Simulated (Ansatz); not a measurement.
## What PbO (model cell, started as NiAs type) distorts into

Aim: this structure of PbO (model cell, started as NiAs type) is to be tested for unstable modes, and one is followed downhill.

Main program and level: Ansatz 0.2.0; DFT PBEsol, scalar-relativistic, plane waves, PAW.

The structure was built from a prototype and need not be the compound's stable phase.

**1. The structure**

It takes space group P6_3/mmc (No. 194, hexagonal). Conventional cell: a = 3.544 Å, b = 3.544 Å, c = 6.426 Å, α = 90.00°, β = 90.00°, γ = 120.00°. Pb has 6 O at 2.60 Å nearest. Nearest to O lie 6 Pb at 2.60 Å. Farther neighbours and most contacts between anions are not listed.

**2. Phonons on a q mesh**

The cell comes from relaxations at this level that are not shown. The mesh has a single point along some directions, so zone-edge points there are not solved. Linear response on a 3×3×1 q mesh gives force constants as far as a supercell of that size would.

Contents of input.yaml:

```yaml
crystal:
  lattice:
    - [3.5435701249, -2.8791e-06, 0.0]
    - [-1.7717825691, 3.0688231878, 0.0]
    - [0.0, 0.0, 6.4262845469]
  atoms:
    - { symbol: Pb, position: [0.0, 0.0, 0.0] }
    - { symbol: Pb, position: [0.0, 0.0, 0.5] }
    - { symbol: O, position: [0.3333333333, 0.6666666667, 0.25] }
    - { symbol: O, position: [0.6666666667, 0.3333333333, 0.75] }
kpoints:
  mp_grid: { grid: [12, 12, 6] }
hamiltonian:
  xc: pbesol
scf:
  occupations: { method: methfessel_paxton, width: 0.15 }
output:
  eigenvalues: true
phonons:
  method: dfpt
  qmesh: [3, 3, 1]
  temperatures: { t_max: 1000, t_step: 50 }
  qpath:
    path:
      - [[0.0, 0.0, 0.0], [0.5, 0.0, 0.0], [0.33333333, 0.33333333, 0.0], [0.0, 0.0, 0.0], [0.0, 0.0, 0.5], [0.5, 0.0, 0.5], [0.33333333, 0.33333333, 0.5], [0.0, 0.0, 0.5]]
      - [[0.5, 0.0, 0.5], [0.5, 0.0, 0.0]]
      - [[0.33333333, 0.33333333, 0.5], [0.33333333, 0.33333333, 0.0]]
    npoints: 10
```

On the command line:

```console
$ ansatz run input.yaml --threads 4 --pin off --max-ram 7168MiB --backend cpu --events-out ev --progress --plain --runs-dir out
```

Numbers of over 12 decimals in the logs are rounded to 6 here.

Output:

```text
Engine: ansatz 0.2.0, aarch64-unknown-linux-gnu
Pseudopotentials: kind: paw
Pseudopotential: Pb, paw, valence charge 14, recommended cutoff 420 eV (normal), Pb.paw.azcp
Pseudopotential: O, paw, valence charge 6, recommended cutoff 420 eV (normal), O.paw.azcp
Functional definition: PBEsol
  exchange = pbesol_x
  correlation = pbesol_c
Crystal: 4 atoms, lattice volume = 69.883 Å³
Basis set: ecut = 420 eV, 1335 PW (Γ), exchange–correlation on 48×48×96 points (8 copies of the dense FFT grid, shifted against one another)
Bands: 24, of which v1, the nominal top of the filled ones, is band 20 counted from 1 (19 counted from 0)
Symmetry: 24 space group operations
k-points: 76 of 864
Non-local potential: Pb, projectors of the file, l = 0: 2, l = 1: 2, l = 2: 2, l = 3: 2
Non-local potential: O, projectors of the file, l = 0: 2, l = 1: 2, l = 2: 1
PAW form: soft (Blöchl's): semilocal exchange-correlation on the pseudo side does not see the compensation charge
PAW frozen core: Pb, regenerated for the run's functional, and the local potential with it (the file was generated under x = pbe(κ = 0.804, μ = 0.219515), c = pbe(β = 0.066725))
PAW frozen core: O, regenerated for the run's functional, and the local potential with it (the file was generated under x = pbe(κ = 0.804, μ = 0.219515), c = pbe(β = 0.066725))
PAW one-centre angular grid: Pb, 590 points (default); XC on 64 Gauss nodes
PAW one-centre angular grid: O, 110 points (default); XC on 64 Gauss nodes
Initial density: superposition of atomic densities (neutral atoms: chi_scale 0, normalization atom), corrected by the library's trained network
Initial wavefunctions: pseudopotential atomic-orbital guess
Functional: x = pbesol(κ = 0.804, μ = 0.123457), c = pbesol(β = 0.046)
SCF iter   1: F=—  HF=-24629.888187 eV  |F-HF|=—  |Δ(HF+E_count)|=         —  Δρ=1.61e-2  dr2=1.73e-1  ethr=1.77e-3  ⟨swp⟩=6.0  Hψ=8500  notcnv=0
preconditioner: auto → Kerker (q_TF=auto, 2.486 Å⁻¹)  [metal: Δε(μ)=0.073 eV  Ē_g=15.060 eV  σ=0.150 eV  W_gap=0.40  n_scr=22 (ndim 8)  ℏωp=28.1 eV  f_vac=0.005  D(μ)=0.32/eV (n_scr^D=0)]
SCF iter   2: F=—  HF=-24629.859969 eV  |F-HF|=—  |Δ(HF+E_count)|=   2.82e-2  S|Δr|=    0.00e0  Δρ=5.81e-3  dr2=2.78e-2  ethr=4.32e-4  ⟨swp⟩=1.2  Hψ=2465  notcnv=0
SCF iter   3: F=—  HF=-24629.854867 eV  |F-HF|=—  |Δ(HF+E_count)|=   5.10e-3  S|Δr|=    0.00e0  Δρ=9.85e-4  dr2=8.15e-4  ethr=6.95e-5  ⟨swp⟩=2.0  Hψ=2209  notcnv=0
SCF iter   4: F=—  HF=-24629.854706 eV  |F-HF|=—  |Δ(HF+E_count)|=   1.61e-4  S|Δr|=    0.00e0  Δρ=1.60e-4  dr2=1.11e-5  ethr=2.04e-6  ⟨swp⟩=2.0  Hψ=2241  notcnv=0
SCF iter   5: F=—  HF=-24629.854706 eV  |F-HF|=—  |Δ(HF+E_count)|=   3.34e-7  S|Δr|=    0.00e0  Δρ=3.75e-5  dr2=1.18e-6  ethr=2.78e-8  ⟨swp⟩=2.3  Hψ=2730  notcnv=0
SCF iter   6: F=—  HF=-24629.854709 eV  |F-HF|=—  |Δ(HF+E_count)|=   3.18e-6  S|Δr|=    0.00e0  Δρ=7.60e-6  dr2=5.51e-8  ethr=2.94e-9  ⟨swp⟩=2.1  Hψ=2453  notcnv=0
SCF iter   7: F=—  HF=-24629.854709 eV  |F-HF|=—  |Δ(HF+E_count)|=   5.47e-8  S|Δr|=    0.00e0  Δρ=2.67e-6  dr2=6.64e-9  ethr=1.38e-10  ⟨swp⟩=2.5  Hψ=3084  notcnv=0
SCF iter   8: F=—  HF=-24629.854709 eV  |F-HF|=—  |Δ(HF+E_count)|=   1.75e-9  S|Δr|=    0.00e0  Δρ=8.64e-7  dr2=5.56e-10  ethr=1.66e-11  ⟨swp⟩=2.8  Hψ=3302  notcnv=0
SCF iter   9: F=—  HF=-24629.854709 eV  |F-HF|=—  |Δ(HF+E_count)|=  1.09e-11  S|Δr|=    0.00e0  Δρ=1.96e-7  dr2=2.90e-11  ethr=1.39e-12  ⟨swp⟩=2.1  Hψ=3209  notcnv=0
SCF iter  10: F=-24629.854709 eV  HF=-24629.854709 eV  |F-HF|=7.28e-12  |Δ(HF+E_count)|=  7.28e-12  S|Δr|=    0.00e0  Δρ=5.23e-8  dr2=1.36e-12  ethr=1.00e-12  ⟨swp⟩=6.8  Hψ=9750  notcnv=0
SCF 1 converged in 10 iterations: F = -24629.854709 eV  dr2 = 1.36e-12
  greatest PAW one-centre occupation: 0.983 electrons in one spin orbital (limit 2), on the Pb atom at site 0 (counted from 0), in its partial waves of l = 2
phonons: the bands overlap, so this run is a metal and interpolates without the dipole-dipole term. If the crystal is really an insulator or semiconductor, its LO-TO splitting is missing
NSCF: frozen V_eff on 76 k-points
NSCF: frozen V_eff on 436 k-points
DFPT response loops at q = (0, 0, 0) (fractional): preconditioner auto → Kerker (q_TF=auto, 2.486 Å⁻¹) (partly filled bands, converged f_vac=0.004); β = 1.00, the filter's whole step (`scf.mixing.beta` (0.50) is not read by the response loops under this deck's `scf.mixing.preconditioner`; to damp them name `kerker` or `kerker_dos`, under which they read `scf.mixing.beta`, and type it under 1.00, their step now; both keys bind the ground state too); Broyden in place of MSR1
NSCF: frozen V_eff on 1728 k-points
DFPT response loops at q = (0, 0.333333, 0) (fractional): mixed as the last ones told, above
NSCF: frozen V_eff on 1728 k-points
DFPT response loops at q = (0.333333, 0.333333, 0) (fractional): mixed as the last ones told, above
SCF converged after 10 iterations
Stability not checked: this state was not tested for a lower state beside it, because cold or Methfessel-Paxton smearing, or corrected tetrahedra, fill the levels in a way that the test cannot read (fill_not_monotonic; see scf.lower_state_search)
Free energy (F): -24629.854709 eV
Harris-Foulkes:  -24629.854709 eV  (|F-HF|=7.28e-12)
Internal energy: -24629.855270 eV  (E = F + TS)
E sigma→0 (E₀):  -24629.854849 eV
Entropy (-TS):   0.000562 eV (0.140 meV/atom)
Fermi energy:    10.774745 eV
--- Per-component energies (eV) ---
  E_band       = -39.174175
  E_kinetic    = 920.660648
  E_local      = -2457.214726  (includes V_loc(G=0)·N_el)
  E_nonlocal   = 801.275518
  E_hartree    = 940.799713
  E_xc         = -585.327088
  E_vxc        = -454.083091  (∫ρ·V_xc dr)
  E_paw        = -20809.354994  (= ΣΔE_a)
  E_vpaw       = -731.416673  (= ΣTr[D̂ρ^β])
  E_aug_tail   = 0.004761  (compensation charges beyond the density's cutoff)
  E_ewald      = -3440.893911
  E_core_change = 0.194809  (= ΣΔE_core)
  E_smearing   = 0.000562  (= −TS)
  E_closure    = 0.000000  (closes the sum)
  Σ components = -24629.854709   (vs F -24629.854709, Δ=0.00e0)
--- Band table (eV; the first three rows and the last of 76) ---
  k-point 0: bands = [... 16 lower, 8.1924, 8.6173, 8.6173, 10.2926, 11.0668, 16.8645, 16.8645, 18.4548]
  k-point 1: bands = [... 16 lower, 8.2219, 8.5900, 8.5900, 9.8384, 11.6764, 16.9389, 16.9389, 17.3052]
  k-point 2: bands = [... 16 lower, 8.3018, 8.5143, 8.5143, 9.2156, 12.7572, 15.6437, 17.1585, 17.1585]
  k-point 75: bands = [... 16 lower, 8.1481, 8.1481, 9.3153, 9.3153, 11.7189, 11.7189, 14.7035, 14.7035]
--- Phonons (Γ-DFPT): 4 representative perturbations + reference (Σ response iterations 14) ---
  ASR residual: 2.638e-5 → 0.000e0 eV/Å²; symmetrization residual: 3.880e-6 eV/Å²
  ASR residual per site (eV/Å²): 2.54e-5 2.54e-5 2.64e-5 2.64e-5
  Γ frequencies (cm⁻¹): -187.10 -38.98 -38.98 0.00 0.00 0.00 16.86 16.86 151.78 228.58 228.58 359.19
--- Phonons (arbitrary-q DFPT): 3 irreducible q on the 3×3×1 mesh ---
  q = [0.0000, 0.0000, 0.0000] (star 1, of the zone-centre solve; hermiticity 3.99e-7, symmetrization 1.99e-7): -187.10 -38.98 -38.98 -0.00 -0.00 0.00 16.86 16.86 151.78 228.58 228.58 359.19
  q = [0.0000, 0.3333, 0.0000] (star 6, 6 solved perturbations in 3660 linear systems a pass and spin channel, the states on 864 of 864 k-point pairs; hermiticity 7.37e-7, symmetrization 1.57e-6): -120.12 -96.83 -38.98 17.94 44.85 48.89 79.43 109.25 126.51 239.76 255.79 317.61
  q = [0.3333, 0.3333, 0.0000] (star 2, 4 solved perturbations in 1726 linear systems a pass and spin channel, the states on 864 of 864 k-point pairs; hermiticity 8.16e-7, symmetrization 4.44e-7): -173.93 -53.54 67.61 67.61 101.79 101.79 110.31 119.98 119.98 220.14 220.14 313.08
  sum rule: each row above includes the acoustic sum rule's correction from the zone centre's row sums; it moved no ω² by more than (0.67 cm⁻¹)²
  mesh force constants: q→R imaginary residual 0.00e0; ASR residual 2.638e-5 → 0.000e0 eV/Å²; symmetrization residual 1.776e-15 eV/Å²
  interpolated dispersion: 93 rows × 12 modes
  density of states and harmonic sums: on the 21×21×10 q-mesh, interpolated from the force constants of a 3×3×1 supercell (no non-analytic term)
  largest difference from the sums on the solved wave vectors: F 2.46e-1 eV, S 3.72e-4 and C_V 1.29e-4 eV/K
  zero-point energy: 0.084267 eV/cell   skipped modes (ω ≤ 0): 500, of them read as no rigid motion or as one in doubt: 497 (1.642e0 modes/cell left out, lowest -215.11 cm⁻¹)   left out of the sums: 1.37e-1 of the cell's modes: C_V's classical limit lies that fraction below 3 k_B per atom; for a crystal, a wire or a layer, F and S can be off by more, and a phonons.interpolated_qmesh denser along its periods is the remedy for the sampling
```

Elapsed: 5.3 min, on 4 threads of Arm Neoverse V1, shared host; peak memory 3.4 GiB; 21 min of CPU time.

This step gave:

```yaml
volume_per_atom: 17.47 Å³
gap_on_the_k_mesh: 0 eV
sum_rule_residual_before_enforcement: 2.64e-5 eV/Å²
point_group: 6/mmm
highest_optical_mode_at_the_zone_centre_no_lo_to_term: 359.2 cm⁻¹
lowest_optical_zone_centre_mode: -187.1 cm⁻¹
lowest_mode_on_the_q_mesh_acoustic_modes_at_gamma_apart: -187.1 cm⁻¹
highest_frequency_at_a_solved_wavevector_no_lo_to_term_at_gamma: 359.2 cm⁻¹
```

Frequencies (cm⁻¹) solved at each irreducible wavevector; negative means imaginary. Frequencies by wavevector, by row:

```tsv
q in reciprocal lattice units	star	mode 1	mode 2	mode 3	mode 4	mode 10	mode 11	mode 12
0 0 0	1	-187.1	-39	-39	0	228.6	228.6	359.2
0 0.3333 0	6	-120.1	-96.8	-39	17.9	239.8	255.8	317.6
0.3333 0.3333 0	2	-173.9	-53.5	67.6	67.6	220.1	220.1	313.1
```

Symmetry leaves 3 wavevectors to solve. The lowest mode among them, the acoustic zeros apart, lies at Γ and is imaginary, 187.1i cm⁻¹, so the energy falls along it.

**3. The mode frozen in, largest atomic shift 0 Å**

The mode followed lies at q = (0.333, 0.333, 0) with frequency 173.9i cm⁻¹, one of the unstable modes though not the softest. At small amplitude the distorted cell has space group no. 176 by a symmetry search on the positions. The undistorted cell that holds it gives the zero of energy on the same k mesh.

System of this step: PbO (model cell, started as NiAs type). It takes space group P6_3/mmc (No. 194, hexagonal). Conventional cell: a = 3.544 Å, b = 3.544 Å, c = 6.426 Å, α = 90.00°, β = 90.00°, γ = 120.00°. Pb has 6 O at 2.60 Å nearest. O has 6 Pb at 2.60 Å nearest. Farther neighbours and most contacts between anions are not listed.

Contents of input.yaml:

```yaml
crystal:
  lattice:
    - [-5.3153576808, -3.0688174296, 0.0]
    - [-5.315352694, 3.068826067, 0.0]
    - [0.0, 0.0, -6.4262845469]
  atoms:
    - { symbol: Pb, position: [0.0, 0.0, 0.0] }
    - { symbol: Pb, position: [0.6666666667, 0.6666666667, 0.0] }
    - { symbol: Pb, position: [0.3333333333, 0.3333333333, 0.0] }
    - { symbol: Pb, position: [0.0, 0.0, 0.5] }
    - { symbol: Pb, position: [0.6666666667, 0.6666666667, 0.5] }
    - { symbol: Pb, position: [0.3333333333, 0.3333333333, 0.5] }
    - { symbol: O, position: [0.3333333333, 1.0, 0.75] }
    - { symbol: O, position: [0.0, 0.6666666667, 0.75] }
    - { symbol: O, position: [0.6666666667, 0.3333333333, 0.75] }
    - { symbol: O, position: [0.3333333333, 0.6666666667, 0.25] }
    - { symbol: O, position: [1.0, 0.3333333333, 0.25] }
    - { symbol: O, position: [0.6666666667, 1.0, 0.25] }
kpoints:
  mp_grid: { grid: [6, 6, 6] }
hamiltonian:
  xc: pbesol
scf:
  occupations: { method: methfessel_paxton, width: 0.15 }
output:
  forces: true
  stress: true
  eigenvalues: true
```

Output:

```text
[...]
Crystal: 12 atoms, lattice volume = 209.650 Å³
Basis set: ecut = 420 eV, 4083 PW (Γ), exchange–correlation on 90×90×90 points (8 copies of the dense FFT grid, shifted against one another)
Bands: 72, of which v1, the nominal top of the filled ones, is band 60 counted from 1 (59 counted from 0)
Symmetry: 72 space group operations
[...]
k-points: 28 of 216
[...]
k-point 0: bands = [... 56 lower, 8.6180, 10.2925, 10.7051, 10.7051, 11.0681, 13.1421, 13.1421, 13.1421, ... 6 higher]
  k-point 1: bands = [... 56 lower, 8.5908, 9.8389, 10.5637, 10.5637, 11.6771, 12.6705, 12.6705, 12.6705, ... 6 higher]
  k-point 2: bands = [... 56 lower, 8.5150, 9.2164, 10.1139, 10.1139, 12.0176, 12.0176, 12.0176, 12.0176, ... 6 higher]
  k-point 27: bands = [... 56 lower, 9.0816, 9.0816, 9.0816, 9.0816, 13.3566, 13.3566, 13.3566, 13.3566, ... 6 higher]
[key lines of the parts left out:]
SCF converged after 6 iterations
Free energy (F): -73889.565567 eV
Fermi energy:    10.850835 eV
P = ⅓ Tr σ = 0.0097 GPa (0.097 kbar)
```

Run time: 6.7 s. Hardware: 4 threads; peak memory 0.82 GiB.

Numbers from this step:

```
pressure                         : 0.009745 GPa
energy from the undistorted cell : 0 meV/atom
```

The run ends at a pressure of 0.01 GPa.

**4. The mode frozen in, largest atomic shift 0.32 Å**

The atoms are moved along the unstable eigenvector, the largest shift by 0.32 Å, with the cell fixed.

Contents of input.yaml:

```yaml
crystal:
  lattice:
    - [-5.3153576808, -3.0688174296, 0.0]
    - [-5.315352694, 3.068826067, 0.0]
    - [0.0, 0.0, -6.4262845469]
  atoms:
    - { symbol: Pb, position: [0.0, -3.2e-08, 0.0023382014] }
    - { symbol: Pb, position: [0.6666666667, 0.6666666986, -0.0023381732] }
    - { symbol: Pb, position: [0.3333333333, 0.3333333333, -2.82e-08] }
    - { symbol: Pb, position: [0.0, -3.2e-08, 0.4976617986] }
    - { symbol: Pb, position: [0.6666666667, 0.6666666986, 0.5023381732] }
    - { symbol: Pb, position: [0.3333333333, 0.3333333333, 0.5000000282] }
    - { symbol: O, position: [0.3935362716, 0.9698990761, 0.75] }
    - { symbol: O, position: [-0.030099832, 0.6365646554, 0.75] }
    - { symbol: O, position: [0.6365657443, 0.3935351766, 0.75] }
    - { symbol: O, position: [0.2731303951, 0.696768681, 0.25] }
    - { symbol: O, position: [1.0301031078, 0.2731314901, 0.25] }
    - { symbol: O, position: [0.696767589, 1.0301009209, 0.25] }
kpoints:
  mp_grid: { grid: [6, 6, 6] }
hamiltonian:
  xc: pbesol
scf:
  occupations: { method: methfessel_paxton, width: 0.15 }
output:
  forces: true
  stress: true
  eigenvalues: true
```

Output:

```text
[...]
k-point 0: bands = [... 56 lower, 8.6378, 9.5964, 10.3791, 10.9357, 11.2442, 12.7435, 12.7435, 13.1418, ... 6 higher]
  k-point 1: bands = [... 56 lower, 8.6079, 9.5133, 10.2867, 10.2942, 12.0169, 12.4335, 12.4335, 12.7025, ... 6 higher]
  k-point 2: bands = [... 56 lower, 8.8634, 9.0931, 9.7603, 9.9576, 11.9449, 11.9449, 12.0845, 12.0845, ... 6 higher]
  k-point 31: bands = [... 56 lower, 8.9729, 8.9729, 9.0660, 9.0660, 12.9636, 12.9636, 13.3235, 13.3235, ... 6 higher]
[key lines of the parts left out:]
SCF converged after 6 iterations
Free energy (F): -73889.782835 eV
Fermi energy:    10.821025 eV
P = ⅓ Tr σ = 1.3428 GPa (13.428 kbar)
```

Run time: 8.1 s. Hardware: 4 threads; peak memory 0.85 GiB; 31 s of CPU time.

This step gave:

```
pressure                         : 1.343 GPa
energy from the undistorted cell : -18.08 meV/atom
```

The energy, extrapolated to zero smearing, is -18.08 meV/atom against the undistorted cell.

The run ends at a pressure of 1.34 GPa, with forces up to 0.42 eV/Å.

**5. Energy along the mode, all amplitudes (two of the runs are shown above)**

An imaginary frequency means negative curvature, so the energy should fall and then rise again as anharmonic terms take over.

Numbers from this step:

```
depth at the lowest point sampled  : 18.08 meV/atom
largest atomic shift at that point : 0.32 Å
```

Energy from the parent against largest atomic shift:

```tsv
largest atomic shift (Å)	energy from the parent (meV/atom)
0.000	0
0.040	-0.702
0.080	-2.69
0.140	-7.35
0.220	-14.2
0.320	-18.1
0.450	-3.11
0.600	63.3
```

Displacement at unit largest shift by atom:

```tsv
atom	x (Å)	y (Å)	z (Å)	size
Pb1	0.00	0.00	-0.05	0.05
Pb2	0.00	0.00	0.05	0.05
Pb3	0.00	0.00	0.00	0.00
Pb4	0.00	0.00	0.05	0.05
Pb5	0.00	0.00	-0.05	0.05
Pb6	0.00	0.00	0.00	0.00
O7	-0.50	-0.87	0.00	1.00
O8	1.00	0.00	0.00	1.00
O9	-0.50	0.87	0.00	1.00
O10	0.50	0.87	0.00	1.00
O11	0.50	-0.87	0.00	1.00
O12	-1.00	0.00	0.00	1.00
```

The lowest of the steps tried is at 0.32 Å, 18.1 meV/atom below the parent; the bottom of the well need not coincide with a step.

[end of part 1 of 2]

[Logs are printed without paths, hosts, clocks, repeated set-up lines and the standing remarks that a program may print on its own settings, such as how far it seeks lower states.]

[Hosts, paths, dates, database ids (printed as entryN), source tags and the programs' standing remarks are cut or masked in the printed files.]
